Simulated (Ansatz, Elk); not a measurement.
# Bonding as seen by X-rays: Ca2La

Structure refinements treat a crystal as free atoms side by side. For a made-up structure of Ca2La (cell and positions from a PBE relaxation) the runs below show what the calculated density changes in F(hkl).

Method: DFT, PBE, all-electron APW+lo, Dirac cores, scalar-relativistic bands, static density, no spin, in Elk 11.2.3 (patched build).

The structure was built from a prototype and need not be the compound's stable phase.

## 1. The structure

It takes space group P-3m1 (No. 164, trigonal). Conventional cell: a = 6.145 Å, b = 6.145 Å, c = 3.671 Å, α = 90.00°, β = 90.00°, γ = 120.00°. Nearest to La lie 2 La at 3.67 Å and 6 Ca at 3.82 Å. Ca has 5 Ca at 3.64 to 3.67 Å and 3 La at 3.82 Å nearest. Farther neighbours are not listed.

Coordinates:

```cif
data_structure
_symmetry_space_group_name_H-M 'P-3m1'
_symmetry_Int_Tables_number 164
_cell_length_a 6.1447
_cell_length_b 6.1447
_cell_length_c 3.6705
_cell_angle_alpha 90.000
_cell_angle_beta 90.000
_cell_angle_gamma 120.000
_cell_volume 120.02
loop_
_atom_site_label
_atom_site_type_symbol
_atom_site_symmetry_multiplicity
_atom_site_Wyckoff_symbol
_atom_site_fract_x
_atom_site_fract_y
_atom_site_fract_z
_atom_site_occupancy
La1 La 1 a 0.00000 0.00000 0.00000 1
Ca1 Ca 2 d 0.66667 0.33333 0.61195 1
```

## 2. Ground state and structure factors

An all-electron density is needed, since X-rays see the cores too. Task 0 finds the density and task 195 Fourier-transforms it; tshift is off so that phases refer to the origin typed.

The input, elk.in:

```
tasks
  0
  195

xctype
  20

spinpol
  .false.

rgkmax
  7.0

gmaxvr
  14.0

lmaxo
  7

lmaxapw
  8

swidth
  0.002

tshift
  .false.

ramdisk
  .false.

hmaxvr
  5.5

maxscl
  120

epspot
  1e-06

sppath
  './'

avec
  11.61172658855 -0.00000000000 0.00000000000
  -5.80586329427 10.05605020748 -0.00000000000
  0.00000000000 0.00000000000 6.93632309298

atoms
  2
  'La.in'
  1
  0.0000000000 -0.0000000000 -0.0000000000   0.000000 0.000000 0.000000
  'Ca.in'
  2
  0.6666666667 0.3333333333 0.6119495229   0.000000 0.000000 0.000000
  0.3333333333 0.6666666667 0.3880504771   0.000000 0.000000 0.000000

ngridk
  4 4 6
```

The run is started by

```console
$ OMP_NUM_THREADS=4 elk
```

Numbers of over 12 decimals in the logs are rounded to 6 here.

Log:

```text
┌─────────────────────────┐
│ Elk code version 11.2.3 │
└─────────────────────────┘

All units are atomic (Hartree, Bohr, etc.)

┌─────────────────────────────────────────────────┐
│ Ground-state run starting from atomic densities │
└─────────────────────────────────────────────────┘

Lattice vectors :
   11.61172659      -0.000000000       0.000000000
  -5.805863294       10.05605021      -0.000000000
   0.000000000       0.000000000       6.936323093

Reciprocal lattice vectors :
  0.5411068939      0.3124082109      -0.000000000
   0.000000000      0.6248164217      -0.000000000
   0.000000000       0.000000000      0.9058380388

Unit cell volume      :    809.9413072
Brillouin zone volume :   0.3062570229

Muffin-tin inner radius fraction :   0.1000000000E-01

Nuclei treated as point charges

Species : 1 (La)
 parameters loaded from : La.in
 name : lanthanum
 nuclear charge    :   -57.00000000
 electronic charge :    57.00000000
 atomic mass :    253209.2366
 muffin-tin radius :    2.800000000
 number of radial points in muffin-tin :   1393
 inner part over the whole radius :   0.9924947902E-02
 number on inner part of muffin-tin    :    996
 approximate nuclear radius :   0.9226798129E-04
 number of mesh points to nuclear radius :    505
 atomic positions (lattice), magnetic fields (Cartesian) :
  1 :   0.00000000  0.00000000  0.00000000    0.00000000  0.00000000  0.00000000

Species : 2 (Ca)
 parameters loaded from : Ca.in
 name : calcium
 nuclear charge    :   -20.00000000
 electronic charge :    20.00000000
 atomic mass :    73057.72475
 muffin-tin radius :    2.400000000
 number of radial points in muffin-tin :    993
 inner part over the whole radius :   0.9970789793E-02
 number on inner part of muffin-tin    :    698
 approximate nuclear radius :   0.6614485811E-04
 number of mesh points to nuclear radius :    321
 atomic positions (lattice), magnetic fields (Cartesian) :
  1 :  -0.33333333  0.33333333 -0.38805048    0.00000000  0.00000000  0.00000000
  2 :   0.33333333 -0.33333333  0.38805048    0.00000000  0.00000000  0.00000000

Total number of atoms per unit cell :    3
Total muffin-tin volume :    207.7639942
 ratio of muffin-tin to unit cell volume :   0.2565173455

Spin treatment :
 spin-unpolarised

Number of Bravais lattice symmetries :   24
Number of crystal symmetries         :   12
Crystal has inversion symmetry
Real symmetric eigensolver will be used

k-point grid :      4     4     6
k-point offset :    0.000000000       0.000000000       0.000000000
k-point set is reduced with full crystal symmetry group
Total number of k-points :       18

Muffin-tin radius times maximum |G+k| :    7.000000000
 using average radius
Maximum |G+k| for APW functions       :    2.763157895
Maximum (1/2)|G+k|²                   :    3.817520776
Maximum |G| for potential and density :    14.00000000
Constant for pseudocharge density :   10
 order of it for each species :   17  17
 order of it for pair densities of each species (exact exchange by exxq0 0: 18) :   12   8
Radial integration step length :    1

G-vector grid sizes :     54    54    32
Number of G-vectors :    37531

Maximum angular momentum used for
 APW functions            :    8
 outer part of muffin-tin :    7
 inner part of muffin-tin :    2

Total nuclear charge    :   -97.00000000
Total core charge       :    66.00000000
Total valence charge    :    31.00000000
Total excess charge     :    0.000000000
Total electronic charge :    97.00000000

Effective Wigner radius, rₛ :    1.258532403

Number of empty states         :     12
Total number of valence states :     28
Total number of core states    :     66

Third-order local-orbitals added for an l without core states : T
Total number of local-orbitals :     29

Exchange-correlation functional :     20     0     0
 Perdew-Burke-Ernzerhof, Phys. Rev. Lett. 77, 3865 (1996)
 gradient requirement :    1
 generalised gradient approximation (GGA)

Smearing type :    3
 Fermi-Dirac
Smearing width :   0.2000000000E-02
[...]
exchange                    :     -271.72455468360
 correlation                 :     -4.764544
 electron entropic           :    -0.15670486954494E-02
 total energy                :     -9859.4186954566

Density of states at Fermi energy :    120.1055885
 (states/Hartree/unit cell)

Estimated indirect band gap :   0.2166831408E-03
 from k-point 15 to k-point 14
Estimated direct band gap   :   0.9827987808E-02
 at k-point 13

Charges :
 core                        :    66.00000000
 valence                     :    31.00000000
 interstitial                :    6.124789595
 muffin-tins (core leakage)
  species : 1 (La)
   atom 1                    :    54.65224646     (  0.2202062387E-03)
  species : 2 (Ca)
   atom 1                    :    18.11148197     ( -0.1989924616E-06)
   atom 2                    :    18.11148197     ( -0.1989924616E-06)
 total in muffin-tins        :    90.87521041
 total calculated charge     :    96.99977343
 total charge                :    97.00000000
 error                       :   0.2265733335E-03

RMS change in Kohn-Sham potential (target) :   0.2424578458     (  0.1000000000E-05)
Absolute change in total energy (target)   :   0.4609225761     (  0.1000000000E-03)

[... loops 3 to 13 left out ...]

┌──────────────────┐
│ Loop number : 14 │
└──────────────────┘

Energies :
 Fermi                       :     0.168336
 sum of occupied eigenvalues :     -6046.6228996094
 electron kinetic            :      10464.963690050
 core electron kinetic       :      10321.630310048
 Coulomb                     :     -20047.030408773
 Coulomb potential           :     -16151.475467396
 nuclear-nuclear             :     -795.57537930987
 electron-nuclear            :     -22363.635543983
 Hartree                     :      3112.1805145201
 Madelung                    :     -11971.292675075
 xc potential                :     -360.11112226384
 exchange                    :     -271.61160905927
 correlation                 :     -4.762741
 electron entropic           :    -0.16082973819590E-02
 total energy                :     -9858.4426766856

Density of states at Fermi energy :    122.0612345
 (states/Hartree/unit cell)

Estimated indirect band gap :   0.1893470541E-02
 from k-point 15 to k-point 14
Estimated direct band gap   :   0.7083946214E-02
 at k-point 13

Charges :
 core                        :    66.00000000
 valence                     :    31.00000000
 interstitial                :    6.232551550
 muffin-tins (core leakage)
  species : 1 (La)
[...]
species : 2 (Ca)
[...]
total in muffin-tins        :    90.76744845
 total calculated charge     :    96.99977646
 total charge                :    97.00000000
 error                       :   0.2235446451E-03

RMS change in Kohn-Sham potential (target) :   0.7456698908E-06 (  0.1000000000E-05)
Absolute change in total energy (target)   :   0.3521103281E-05 (  0.1000000000E-03)

Convergence targets achieved

┌──────────────────┐
│ Loop number : 15 │
└──────────────────┘

Energies :
 Fermi                       :     0.168336
 sum of occupied eigenvalues :     -6046.6229101655
 electron kinetic            :      10464.963696342
 core electron kinetic       :      10321.630314691
 Coulomb                     :     -20047.030423373
 Coulomb potential           :     -16151.475452680
 nuclear-nuclear             :     -795.57537930987
 electron-nuclear            :     -22363.635588387
 Hartree                     :      3112.1805443237
 Madelung                    :     -11971.292697033
 xc potential                :     -360.11115382692
 exchange                    :     -271.61160948364
 correlation                 :     -4.762741
 electron entropic           :    -0.16082982821554E-02
 total energy                :     -9858.4426854335

Density of states at Fermi energy :    122.0613339
 (states/Hartree/unit cell)

Estimated indirect band gap :   0.1893460765E-02
 from k-point 15 to k-point 14
Estimated direct band gap   :   0.7083949813E-02
 at k-point 13

Charges :
 core                        :    66.00000000
 valence                     :    31.00000000
 interstitial                :    6.232551018
 muffin-tins (core leakage)
  species : 1 (La)
   atom 1                    :    54.52444962     (  0.2166478615E-03)
  species : 2 (Ca)
   atom 1                    :    18.12149968     ( -0.1988026970E-06)
   atom 2                    :    18.12149968     ( -0.1988026970E-06)
 total in muffin-tins        :    90.76744898
 total calculated charge     :    96.99977646
 total charge                :    97.00000000
 error                       :   0.2235443068E-03

┌──────────────────────────────┐
│ Self-consistent loop stopped │
└──────────────────────────────┘

Warning : core states of species 1 leak from the muffin-tin :   0.2166478615E-03

Wrote STATE.OUT
```

Run time: 17 s. Hardware: 4 threads of Arm Neoverse V2, shared host; peak memory 0.18 GiB.

SFACRHO.OUT:

```text

h k l indices transformed by vhmat matrix:
   1.000000000       0.000000000       0.000000000    
   0.000000000       1.000000000       0.000000000    
   0.000000000       0.000000000       1.000000000    

      h      k      l  multipl.   |H|            Re(F)            Im(F)           |F|

      0      0      0      1   0.0000000       97.000000      0.25948163E-16   97.000000    
      0      1      0      6  0.62481642       34.982287      0.28100484E-14   34.982287    
      0      0     -1      2  0.90583804       24.683679      0.56200968E-14   24.683679    
     -1      2      0      6   1.0822138       78.375265     -0.13029217E-13   78.375265    
      1     -1      1      6   1.1004263       76.225368      -0.0000000       76.225368    
      0      1     -1      6   1.1004263       41.961247      0.28100484E-14   41.961247    
      2     -2      0      6   1.2496328       31.361124      -0.0000000       31.361124    
      1     -2      1     12   1.4112864       23.072568     -0.18265315E-13   23.072568    
      0      2     -1      6   1.5434134       68.704172     -0.11240194E-13   68.704172    
     -2      0      1      6   1.5434134       38.392932      -0.0000000       38.392932    
      3     -1      0     12   1.6531089       29.110776      0.98351694E-14   29.110776    
      0      0     -2      2   1.8116761       44.786996     -0.28100484E-14   44.786996    
      0     -3      0      6   1.8744493       64.569269      0.50612043E-15   64.569269    
      2      1     -1     12   1.8850229       63.008859     -0.15455266E-13   63.008859    
     -3      1     -1     12   1.8850229       35.813656     -0.42150726E-14   35.813656    
     -1      1      2      6   1.9163939       58.446875      0.84301452E-14   58.446875    
     -1      0      2      6   1.9163939       17.357889     -0.98351694E-14   17.357889    
     -3      3     -1      6   2.0818508       21.111272      -0.0000000       21.111272
```

Elk indexes on the primitive cell of elk.in and gives |H| = 4π sin θ/λ in inverse bohr. Below, one row stands for each form hkl of the conventional cell (m members, Friedel mates merged), F is for one primitive cell and the density is static (no thermal factor). Free-atom factors are Waasmaier and Kirfel's, and R is Σm||F|−|F'||/Σm|F|.

```csv
hkl,m,sin θ/λ (Å⁻¹),"abs F, DFT",neutral atoms,diff.
100,6,0.094,34.982,34.858,+0.124
001,2,0.136,24.684,24.837,-0.154
110,6,0.163,78.375,78.374,+0.001
011,6,0.166,76.225,76.247,-0.022
101,6,0.166,41.961,42.029,-0.068
200,6,0.188,31.361,31.372,-0.011
111,12,0.212,23.073,23.122,-0.049
201,6,0.232,68.704,68.463,+0.241
021,6,0.232,38.393,38.362,+0.031
210,12,0.249,29.111,29.150,-0.039
002,2,0.272,44.787,44.776,+0.011
300,6,0.282,64.569,64.489,+0.081
121,12,0.283,63.009,62.903,+0.106
211,12,0.283,35.814,35.770,+0.043
```

## 3. The highest occupied states alone

An energy window below the Fermi level keeps the highest occupied states, to see at which angles they scatter; shallow core shells can lie inside it and anion s states outside. No new self-consistency is needed.

elk.in: that of step 2 with these lines changed.

```diff
@@ -1,3 +1,2 @@
 tasks
-  0
   195
@@ -40,2 +39,5 @@
 
+wsfac
+  -0.382900 0.468340
+
 sppath
```

The run is started by

```console
$ OMP_NUM_THREADS=4 elk
```

Log:

```text
┌─────────────────────────────────┐
│ Elk code version 11.2.3 started │
└─────────────────────────────────┘

Info(readinput): the functional depends on the density's gradient
 muffin-tin radial points multiplied by    2.00000
 (not where nrmtscf is given)

┌────────────────────┐
│ Current task : 195 │
└────────────────────┘

Info(sfacrho): density structure factors written to SFACRHO.OUT

 Energy window :  -0.3829000000      0.4683400000

┌──────────────────┐
│ Elk code stopped │
└──────────────────┘
```

Elapsed: 9.2 s, on 4 threads; peak memory 0.16 GiB; 11 s of CPU time.

States within 15 eV below the Fermi level hold 7.00 electrons; any levels below the window count with the cores. Their amplitudes can exceed the total, where window and core parts have opposite phase:

```csv
hkl,sin θ/λ (Å⁻¹),"abs F, window","abs F, all"
100,0.094,0.481,34.982
001,0.136,0.005,24.684
110,0.163,0.061,78.375
011,0.166,0.027,76.225
101,0.166,0.052,41.961
200,0.188,0.092,31.361
111,0.212,0.028,23.073
201,0.232,0.246,68.704
021,0.232,0.052,38.393
210,0.249,0.040,29.111
```

## 4. Another try

In this try the input is made faulty on purpose, to show what that does.

The input is changed as shown.

elk.in: that of step 3 with these lines changed.

```diff
@@ -1,2 +1,3 @@
 tasks
+  0
   195
@@ -34,3 +35,3 @@
 maxscl
-  120
+  3
 
@@ -38,5 +39,2 @@
   1e-06
-
-wsfac
-  -0.382900 0.468340
```

The run is started by

```console
$ OMP_NUM_THREADS=4 elk
```

Log:

```text
┌─────────────────────────┐
│ Elk code version 11.2.3 │
└─────────────────────────┘

All units are atomic (Hartree, Bohr, etc.)

┌─────────────────────────────────────────────────┐
│ Ground-state run starting from atomic densities │
└─────────────────────────────────────────────────┘

Lattice vectors :
   11.61172659      -0.000000000       0.000000000
  -5.805863294       10.05605021      -0.000000000
   0.000000000       0.000000000       6.936323093

Reciprocal lattice vectors :
  0.5411068939      0.3124082109      -0.000000000
[...]
muffin-tins (core leakage)
  species : 1 (La)
[...]
species : 2 (Ca)
   atom 1                    :    18.10578635     ( -0.1989536109E-06)
   atom 2                    :    18.10578635     ( -0.1989536109E-06)
 total in muffin-tins        :    90.87853661
 total calculated charge     :    96.99977565
 total charge                :    97.00000000
 error                       :   0.2243529901E-03

┌──────────────────────────────┐
│ Self-consistent loop stopped │
└──────────────────────────────┘

Warning : core states of species 1 leak from the muffin-tin :   0.2199771288E-03

Wrote STATE.OUT
[key lines of the parts left out:]
total energy                :     -9862.9262126702
```

Elapsed: 11 s, on 4 threads; peak memory 0.17 GiB.

No converged result was reached; the numbers in the log don't describe the system.

The fault put into the input: too few SCF loops.

(Continued in part 2 of 2.)

[Logs are printed without paths, hosts, clocks, repeated set-up lines and the standing remarks that a program may print on its own settings, such as how far it seeks lower states.]

[Hosts, paths, dates, database ids (printed as entryN), source tags and the programs' standing remarks are cut or masked in the printed files.]
